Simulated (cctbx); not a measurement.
**Li2Zn2S3: precision against data quality**

Space group C2/c (no. 15), a = 12.1470 Å, b = 7.0910 Å, c = 6.1680 Å, α = 90.00°, β = 105.85°, γ = 90.00°.

| atom | mult. | x | y | z | Ueq (Å²) |
| --- | --- | --- | --- | --- | --- |
| Zn1 | 8 | 0.3775 | 0.1257 | 0.5449 | 0.0057 |
| S1 | 4 | 1/2 | 0.0840 | 1/4 | 0.0062 |
| S2 | 8 | 0.2758 | 0.9310 | 0.3157 | 0.0062 |
| Li1 | 8 | 0.8720 | 0.1077 | 0.4777 | 0.0105 |

The model is made up (kin elements in a known structure type, no relaxation), so it says nothing on whether the phase exists.

Five simulated data sets (cctbx; Ag Kα, λ = 0.56087 Å; 1.5 % proportional error) differ in resolution or exposure (noise floor 4 counts in the first three, 8 in the last two). Each is refined with the right model, isotropic at 1.1 Å and anisotropic otherwise. How do the figures of merit and the uncertainties move?

| d min (Å) | top counts | ⟨I/σ⟩ (unmerged, absences included) | unique | param. (scale apart) | Rint | R1 | GooF | largest s.u. xyz (fractional) | s.u. U of Li1 (Å²) | largest error (Å) |
| --- | --- | --- | --- | --- | --- | --- | --- | --- | --- | --- |
| 1.1 | 5000 | 6.5 | 202 | 14 | 0.032 | 0.0176 | 0.95 | 0.00159 | 0.0024 | 0.0163 |
| 0.84 | 5000 | 5.5 | 449 | 32 | 0.034 | 0.0211 | 0.98 | 0.00110 | 0.0032 | 0.0134 |
| 0.6 | 5000 | 4.0 | 1232 | 32 | 0.050 | 0.0267 | 0.92 | 0.00078 | 0.0018 | 0.0059 |
| 0.75 | 300 | 0.7 | 625 | 32 | 0.345 | 0.0947 | 0.94 | 0.01051 | 0.0145 | 0.0507 |
| 0.75 | 3000 | 3.4 | 625 | 32 | 0.063 | 0.0336 | 0.94 | 0.00157 | 0.0036 | 0.0174 |

The number of reflections grows roughly as 1/d³: 202, 449 and 1232 here. R1 follows the noise rather than the truth: at 300 counts it is 0.0947, at 3000 counts 0.0336, while GooF is 0.94 and 0.94: the weights 1/σ² carry the noise. The s.u. of U (U11 where anisotropic) for Li1 goes 0.0024, 0.0032, 0.0018 Å² with resolution and 0.0145, 0.0036 Å² with exposure.

Hardware for the 0.6 Å refinement: 0.62 s on 1 thread of Arm Neoverse V1, on a shared host, peak memory 0.09 GiB.
